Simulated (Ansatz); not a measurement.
# YTe (Fm-3m): phonons and vibrational spectra

Wanted: phonon frequencies of YTe (Fm-3m) and what follows from them.

Calculated with Ansatz 0.2.0; DFT PBEsol, scalar-relativistic, plane waves, PAW; PAW set soft_1.

Report form: the programs' logs are mostly left out.

The database entry behind the starting cell differs from later determinations by our own check (0.1 to 0.3 % short, probably kX units), so it need not match the best structure at ambient conditions.

## (1) Starting point

It takes space group Fm-3m (No. 225, cubic). The conventional cell has a = 6.080 Å, b = 6.080 Å, c = 6.080 Å, α = 90.00°, β = 90.00°, γ = 90.00°. Y has 6 Te at 3.04 Å nearest. Nearest to Te lie 6 Y at 3.04 Å. Farther neighbours and most contacts between anions are not listed.

Structure file:

```
Y Te
1.0
     0.00000    3.04000    3.04000
     3.04000    0.00000    3.04000
     3.04000    3.04000    0.00000
Y Te
1 1
Direct
  0.50000 0.50000 0.50000
  0.00000 0.00000 0.00000
```

## (2) Relaxation

Harmonic phonons are second derivatives at a point where the forces vanish, and they are wanted at zero stress, so atoms and cell are relaxed first.

Input file input.yaml:

```yaml
crystal:
  lattice:
    - [0.0, 3.04, 3.04]
    - [3.04, 0.0, 3.04]
    - [3.04, 3.04, 0.0]
  atoms:
    - { symbol: "Y", position: [0.5, 0.5, 0.5] }
    - { symbol: Te, position: [0.0, 0.0, 0.0] }
kpoints:
  mp_grid: { grid: [12, 12, 12] }
hamiltonian:
  xc: pbesol
  pseudopotentials: { kind: paw, azcp: { folder: soft_1 }, xc_functional: pbe }
scf:
  occupations: { method: gaussian, width: 0.1 }
output:
  forces: true
  stress: true
  eigenvalues: true
  write_density: true
  write_potential: true
  elf: true
  volumetric_format: npy
relax:
  adjacent_minimum: "off"
  f_tol: 0.005
  max_steps: 80
  cell: { stress_tol: 0.05 }
```

Launch:

```bash
$ ansatz run input.yaml --threads 4 --pin off --max-ram 10240MiB --backend cpu --events-out ev --progress --plain --runs-dir out
```

It took 3.4 s on 4 threads of Arm Neoverse V1, shared host; peak memory 0.41 GiB.

Little changed from the start: no atom moved by 0.005 Å and no cell edge by 0.1 %.

Numbers from this step:

```yaml
pressure: -0.01059 GPa
volume_per_atom: 28.09 Å³
gap_on_the_k_mesh: 0 eV
```

Valence density in the ac plane of the conventional cell at fractional y = 0.000, with atoms of Y and Te within 0.2 Å of it. It is the smooth field of the valence electrons, not physical close to the nuclei.

Ten steps, logarithmic in the rise over the least value, from '_' (0 e/Å³) to '@' (17 e/Å³), each cell a mean:
```
@@##==::....==******++::....--**%%
**++--..__..::++++++==..__..::==**
--::....____..::----..______..::--
....__________......__________....
....__________........__________..
--::..____....::----::..______..::
++==::____..--++****--::..__..==++
****==....::==##@@%%**--....--++**
****==....::==%%@@@@**--....--++**
**++--....::--**%%##++::....::++**
==--..____..::--====--..____..::==
::..________..::::::....______....
....__________......____________..
::::..________......________....::
==--::..____..--====::..____..--==
%%**--::....--++****==::....::++##
@@%%==::..::==******++--....--**@@
```
Columns run along a (6.1 Å), rows up along c (6.1 Å), edges of the conventional cell, whose origin can differ from the input's. Atoms in or near the plane, at fractional coordinates: Y at (0.50, 0.00), Y at (0.00, 0.50), Te at (0.00, 0.00), Te at (0.50, 0.50).

Electrostatic potential energy in the ac plane of the conventional cell at fractional y = 0.000, with atoms of Y and Te within 0.2 Å of it. With pseudopotentials it is smooth inside the atoms' cores, unlike the true potential.

Ten even steps from '0' (-46 eV) to '9' (16 eV), each cell a mean:
```
96488740002688648
44689863125789844
67899987667899986
88999998888999998
88999998889999988
67899987668999876
13689864445898752
00488846984688620
00478747994688610
01588854764788730
35789975446899864
78899998788999987
89999998889999998
78999988788999988
45799875446899864
74589851003788746
97478730001688649
```
Columns run along a (6.1 Å; values clipped at the 3rd and 97th percentile), rows up along c (6.1 Å), edges of the conventional cell, whose origin can differ from the input's. Atoms in or near the plane, at fractional coordinates: Y at (0.50, 0.00), Y at (0.00, 0.50), Te at (0.00, 0.00), Te at (0.50, 0.50).

ELF in the ac plane of the conventional cell at fractional y = 0.000, with atoms of Y and Te within 0.2 Å of it. It is the smooth field of the valence electrons, not physical close to the nuclei.

Values, 9 rows by 16 columns, each cell a mean:
```
0.14 0.27 0.52 0.61 0.25 0.30 0.72 0.78 0.76 0.80 0.50 0.17 0.49 0.60 0.38 0.17
0.56 0.59 0.60 0.45 0.20 0.12 0.21 0.33 0.36 0.26 0.14 0.14 0.35 0.55 0.60 0.57
0.28 0.23 0.17 0.16 0.28 0.46 0.55 0.55 0.54 0.55 0.51 0.37 0.20 0.16 0.20 0.26
0.78 0.72 0.40 0.15 0.47 0.62 0.46 0.28 0.24 0.36 0.56 0.60 0.24 0.22 0.61 0.78
0.60 0.81 0.62 0.19 0.50 0.57 0.29 0.07 0.04 0.17 0.46 0.61 0.26 0.38 0.80 0.71
0.69 0.58 0.27 0.14 0.44 0.62 0.53 0.40 0.37 0.47 0.61 0.58 0.23 0.17 0.46 0.66
0.33 0.31 0.27 0.22 0.24 0.35 0.42 0.44 0.44 0.44 0.39 0.28 0.21 0.24 0.29 0.32
0.49 0.55 0.62 0.53 0.22 0.12 0.30 0.49 0.52 0.41 0.19 0.13 0.39 0.61 0.59 0.51
0.07 0.20 0.48 0.61 0.25 0.35 0.78 0.75 0.66 0.81 0.58 0.18 0.50 0.58 0.33 0.10
```
Columns run along a (6.1 Å), rows up along c (6.1 Å), edges of the conventional cell, whose origin can differ from the input's. Atoms in or near the plane, at fractional coordinates: Y at (0.50, 0.00), Y at (0.00, 0.50), Te at (0.00, 0.00), Te at (0.50, 0.50).

In this step the volume went from 28.09 to 28.09 Å³/atom.

## (3) Tight relaxation

Phonons need a cell at rest on their own settings, so the relaxation is repeated with tight tolerances on forces and stress, using the mesh and the filling of the phonon run that follows.

input.yaml, the sections that differ from step 2:

```yaml
scf:
  occupations: { method: methfessel_paxton, width: 0.2 }
output:
  forces: true
  stress: true
  eigenvalues: true
relax:
  adjacent_minimum: "off"
  f_tol: 0.001
  max_steps: 60
  cell: { stress_tol: 0.01 }
# crystal, kpoints, hamiltonian: as in step 2
```

Run time: 5.6 s. Hardware: 4 threads; peak memory 0.41 GiB; 20 s of CPU time.

Little changed from the start: no atom moved by 0.005 Å and no cell edge by 0.1 %.

Numbers from this step:

| Item | Value |
| --- | --- |
| pressure | 3.80e-5 GPa |
| volume per atom | 28.08 Å³ |

The forces vanish by symmetry and the pressure is 0.000 GPa, within the tolerances set. The cell now holds 28.08 Å³/atom.

## (4) Linear response at the zone centre

The zone centre comes first: it holds the modes that light can see, as far as symmetry allows. No field response is asked, since the mesh shows no gap.

input.yaml, the sections that differ from step 3:

```yaml
crystal:
  lattice:
    - [0.0, 3.0396212723, 3.0396212723]
    - [3.0396212723, 0.0, 3.0396212723]
    - [3.0396212723, 3.0396212723, 0.0]
  atoms:
    - { symbol: "Y", position: [0.5, 0.5, 0.5] }
    - { symbol: Te, position: [0.0, 0.0, 0.0] }
output:
  eigenvalues: true
phonons:
  method: dfpt
# kpoints, hamiltonian, scf: as in step 3
# relax: removed
```

Run time: 14 s. Hardware: 4 threads; peak memory 0.77 GiB; 51 s of CPU time.

Numbers from this step:

| Property | Result |
| --- | --- |
| sum-rule residual before enforcement | 5.76e-5 eV/Å² |
| point group | m-3m |
| highest optical mode at the zone centre (no LO-TO term) | 177.3 cm⁻¹ |
| lowest optical zone-centre mode | 177.3 cm⁻¹ |

Patterns of degenerate modes are one choice out of their space. The modes at Γ (shares of kinetic energy by element, %):

| mode | frequency (cm⁻¹) | symmetry | Y % | Te % |
| --- | --- | --- | --- | --- |
| 1 | 0.0 | acoustic | 41 | 59 |
| 2 | 0.0 | acoustic | 41 | 59 |
| 3 | 0.0 | acoustic | 41 | 59 |
| 4 | 177.3 | T1u | 59 | 41 |
| 5 | 177.3 | T1u | 59 | 41 |
| 6 | 177.3 | T1u | 59 | 41 |

Displacements in mode 4 (177.3 cm⁻¹), the largest set to 1:
```
Y1   0.00  0.00  1.00
Te2  0.00  0.00 -0.70
```

Before it was imposed, the acoustic sum rule was missed by 5.8e-5 eV/Å². Small misses are needed for a sound result but don't prove that mesh and cutoff are converged. The lowest optical mode is real, 177 cm⁻¹.

## (5) Response at finite wavevector

Stability and thermal properties need the whole zone. Linear response on a 4×4×4 q mesh gives force constants as far as a supercell of that size would.

Edit input.yaml of step 4 so:

```diff
@@ -19 +19,8 @@
   method: dfpt
+  qmesh: [4, 4, 4]
+  temperatures: { t_max: 1000, t_step: 50 }
+  qpath:
+    path:
+      - [[0.0, 0.0, 0.0], [0.5, 0.0, 0.5], [0.625, 0.25, 0.625]]
+      - [[0.375, 0.375, 0.75], [0.0, 0.0, 0.0], [0.5, 0.5, 0.5], [0.5, 0.25, 0.75], [0.5, 0.0, 0.5]]
+    npoints: 10
```

Run time: 6.3 min. Hardware: 4 threads; peak memory 4.1 GiB.

This step gave:

```yaml
sum_rule_residual_before_enforcement: 6.52e-5 eV/Å²
lowest_frequency_on_the_path: -28.30 cm⁻¹
highest_frequency_on_the_path_or_at_a_solved_wavevector: 178.4 cm⁻¹
lowest_mode_on_the_q_mesh_acoustic_modes_at_gamma_apart: -21.08 cm⁻¹
```

Frequencies (cm⁻¹) solved at each irreducible wavevector; negative means imaginary. Frequencies by wavevector, by row:

```csv
q in reciprocal lattice units,star,mode 1,mode 2,mode 3,mode 4,mode 5,mode 6
0 0 0,1,0,0,0,177.3,177.3,177.3
0 0 0.25,8,67.2,67.2,77.2,163.4,164.1,164.1
0 0 -0.5,4,83,120.7,120.7,124.6,124.6,135.7
0 0.25 0.25,6,30.7,30.7,113.6,129.6,178.3,178.3
0 0.25 -0.5,24,43.1,70.8,73.6,159.6,161.4,163.4
0 0.25 -0.25,12,36.4,99,114.4,124.8,131.8,175.4
0 -0.5 -0.5,3,-21.1,32.6,32.6,173.2,175,175
0.25 -0.5 -0.25,6,26.9,26.9,98.1,127.5,173.6,173.6
```

Interpolated from a 4×4×4 q mesh. Phonon branches along the path, in cm⁻¹:

```csv
point,branch 1,branch 2,branch 3,branch 4,branch 5,branch 6
Γ,0,0,0,177,177,177
halfway,31,31,114,130,178,178
X,-21,33,33,173,175,175
halfway,-26,45,46,171,172,173
U,-27,68,68,160,162,172
jump to K,-27,68,68,160,162,172
halfway,39,93,96,144,145,178
Γ,0,0,0,177,177,177
halfway,67,67,77,163,164,164
L,83,121,121,125,125,136
halfway,50,68,111,129,160,161
W,27,27,98,128,174,174
halfway,-27,44,62,159,172,176
X,-21,33,33,173,175,175
```

The phonon density of states has structure finer than the step of the table below, so its rows give means over 5 cm⁻¹, whole bins alone (the curve runs from -29 to 179 cm⁻¹). Peaks (cm⁻¹: height): 45.0: 0.0526, 131.0: 0.0641, 177.0: 0.118.

Tetrahedra on a 20×20×20 mesh, mean over bins of 2 cm-1. Interpolated from a 4×4×4 q mesh. The phonon density of states by wavenumber; means over each step:

wavenumber (cm⁻¹), phonon density of states (1/cm⁻¹/cell) and a bar:
```
      -25      0.005 #
      -20      0.005 #
      -15      0.003 #
      -10      0.002 
       -5      0.002 
        0      0.003 
        5      0.003 #
       10      0.003 #
       15      0.005 #
       20      0.007 ##
       25      0.011 ###
       30      0.016 ####
       35      0.026 #######
       40      0.043 ############
       45      0.049 #############
       50      0.038 ##########
       55      0.034 #########
       60      0.032 #########
       65      0.031 ########
       70      0.030 ########
       75      0.029 ########
       80      0.029 ########
       85      0.028 ########
       90      0.029 ########
       95      0.032 #########
      100      0.032 #########
      105      0.034 #########
      110      0.029 ########
      115      0.008 ##
      120      0.001 
      125      0.004 #
      130      0.045 ############
      135      0.045 ############
      140      0.040 ###########
      145      0.039 ###########
      150      0.041 ###########
      155      0.045 ############
      160      0.051 ##############
      165      0.063 #################
      170      0.094 ##########################
      175      0.108 ##############################
```

The partial phonon density of states has structure finer than the step of the table below, so its rows give means over 10 cm⁻¹, whole bins alone (the curve runs from -38.1 to 194 cm⁻¹). Peaks (cm⁻¹: height): Te 42.1: 0.0293, 129.6: 0.0510, 138.4: 0.0427, 148.6: 0.0355, 155.9: 0.0319, 171.9: 0.0496; Y 42.1: 0.0244, 103.4: 0.0271, 138.4: 0.0178, 148.6: 0.024, 174.8: 0.0604.

Phonopy on the run's constants, 17x17x17 mesh, Gaussian sigma 2.0 cm-1. Interpolated from a 4×4×4 q mesh. The partial phonon density of states by wavenumber; means over each step; values in 1/cm⁻¹/cell:

```
wavenumber (cm⁻¹)       Te        Y
              -30  0.00103  0.00114
              -20  0.00239  0.00264
              -10  0.00208  0.00234
                0   3.0e-4   3.0e-4
               10  0.00117  0.00112
               20  0.00404  0.00373
               30  0.00921  0.00803
               40   0.0235   0.0193
               50   0.0204   0.0176
               60   0.0159   0.0161
               70   0.0136   0.0158
               80   0.0124   0.0174
               90   0.0106   0.0191
              100  0.00789   0.0227
              110  0.00418   0.0215
              120  0.00123  0.00214
              130   0.0318  0.00408
              140   0.0270   0.0114
              150   0.0249   0.0174
              160   0.0277   0.0255
              170   0.0420   0.0476
              180   0.0170   0.0231
```

Second derivatives of the energy by pair, one row for each kind of neighbour of each atom listed. Each entry sums the pair over the periodic images of the supercell that the q mesh stands for, and in a polar crystal it holds the long-range dipole part too. Force constants by pair, by row:

| atom | neighbour | distance (Å) | third of the trace (eV/Å²) | along the pair's line (eV/Å²) |
| --- | --- | --- | --- | --- |
| Y1 | itself | 0 | 4.852 | – |
| Y1 | Te | 3.04 | -0.9722 | -2.966 |
| Y1 | Y | 4.299 | 0.0916 | 0.272 |
| Y1 | Te | 5.265 | -0.0246 | -0.042 |
| Y1 | Y | 6.079 | 0.1377 | 0.488 |
| Y1 | Te | 6.797 | -0.01 | -0.0302 |
| Y1 | Y | 7.446 | -0.0213 | -0.0576 |
| Te2 | itself | 0 | 7.218 | – |
| Te2 | Y | 3.04 | -0.9722 | -2.966 |
| Te2 | Te | 4.299 | -0.0423 | -0.171 |
| Te2 | Y | 5.265 | -0.0246 | -0.042 |
| Te2 | Te | 6.079 | -0.0879 | -0.2709 |
| Te2 | Y | 6.797 | -0.01 | -0.0302 |
| Te2 | Te | 7.446 | -0.0026 | -0.0079 |

Symmetry leaves 8 wavevectors to solve. The lowest mode among them, the acoustic zeros apart, lies at q = (0, -0.5, -0.5) and is imaginary, 21.1i cm⁻¹, so the energy falls along it. Between them the interpolated path dips to 28i cm⁻¹.

## (6) Isotope substitution

An isotope changes the mass and not the force constants, so no new electronic calculation is needed; the shifts show which modes move this element.

The same force constants with the mass of Te changed from 127.600 to 129.906 u (phonopy, no LO-TO term). Both lists are sorted by frequency; levels can cross, so a row need not hold one and the same mode. Modes under 3 cm⁻¹ are left out. Isotope shifts, by row:

| q | rank | natural mass (cm⁻¹) | changed mass (cm⁻¹) |
| --- | --- | --- | --- |
| 0 0 0 | 4 | 177.3 | 176.7 |
| 0 0 0 | 5 | 177.3 | 176.7 |
| 0 0 0 | 6 | 177.3 | 176.7 |
| 0 0 0.25 | 1 | 67.16 | 66.83 |
| 0 0 0.25 | 2 | 67.16 | 66.83 |
| 0 0 0.25 | 3 | 77.22 | 76.85 |
| 0 0 0.25 | 4 | 163.4 | 162.7 |
| 0 0 0.25 | 5 | 164.1 | 163.4 |
| 0 0 0.25 | 6 | 164.1 | 163.4 |
| 0 0 -0.5 | 1 | 83.01 | 83.01 |
| 0 0 -0.5 | 2 | 120.7 | 120.7 |
| 0 0 -0.5 | 3 | 120.7 | 120.7 |
| 0 0 -0.5 | 4 | 124.6 | 123.5 |
| 0 0 -0.5 | 5 | 124.6 | 123.5 |
| 0 0 -0.5 | 6 | 135.7 | 134.5 |
| 0 0.25 0.25 | 1 | 30.69 | 30.52 |
| 0 0.25 0.25 | 2 | 30.69 | 30.52 |
| 0 0.25 0.25 | 3 | 113.6 | 113.5 |
| 0 0.25 0.25 | 4 | 129.6 | 128.4 |
| 0 0.25 0.25 | 5 | 178.3 | 177.6 |
| 0 0.25 0.25 | 6 | 178.3 | 177.6 |

A mode of this element alone would shift by -0.89 %. The highest zone-centre frequency without the field goes from 177.3 to 176.7 cm⁻¹ (-0.4 %). The product of the frequency ratios over all optical modes at Γ is 0.989; the product rule, (m/m′)^(3k/2) (M′/M)^(3/2) with k = 1 such atoms and M the mass of the cell, gives 0.989.

## (7) What came out

| Quantity | Value |
| --- | --- |
| space group after relaxation (within 0.01 Å) | Fm-3m |
| volume per atom | 28.1 Å³ |
| electronic character | no gap on this mesh |
| highest optical mode at the zone centre (no LO-TO term) | 177 cm⁻¹ |
| lowest optical zone-centre mode | 177 cm⁻¹ |
| lowest mode on the q mesh (acoustic modes at Γ apart) | -21.1 cm⁻¹ |
| highest frequency on the path or at a solved wavevector | 178 cm⁻¹ |
| imaginary modes on the 4×4×4 q mesh | yes |

Modes are clearly imaginary (beyond 10i cm⁻¹) at 1 of the 8 irreducible wavevectors, most at q = (0, -0.5, -0.5) (21.1i cm⁻¹), so this structure is not a minimum of the energy. The optical modes at Γ form one degenerate level at 177 cm⁻¹. With no gap, or one that is small against the smearing, the frequencies hang on the k mesh and the smearing, most of all near Kohn anomalies. The phonon runs are without spin polarisation, although the cell has an odd electron count. Spin-orbit coupling is left out, which can matter for the heavy elements here. The PAW files were made for PBE and serve the other functionals too. A phonon run warned that its eigensolver left some bands unconverged in a pass. These are harmonic frequencies at zero temperature: anharmonic shifts, linewidths and thermal expansion are left out.

[Logs are printed without paths, hosts, clocks, repeated set-up lines and the standing remarks that a program may print on its own settings, such as how far it seeks lower states.]

[Hosts, paths, dates, database ids (printed as entryN), source tags and the programs' standing remarks are cut or masked in the printed files.]
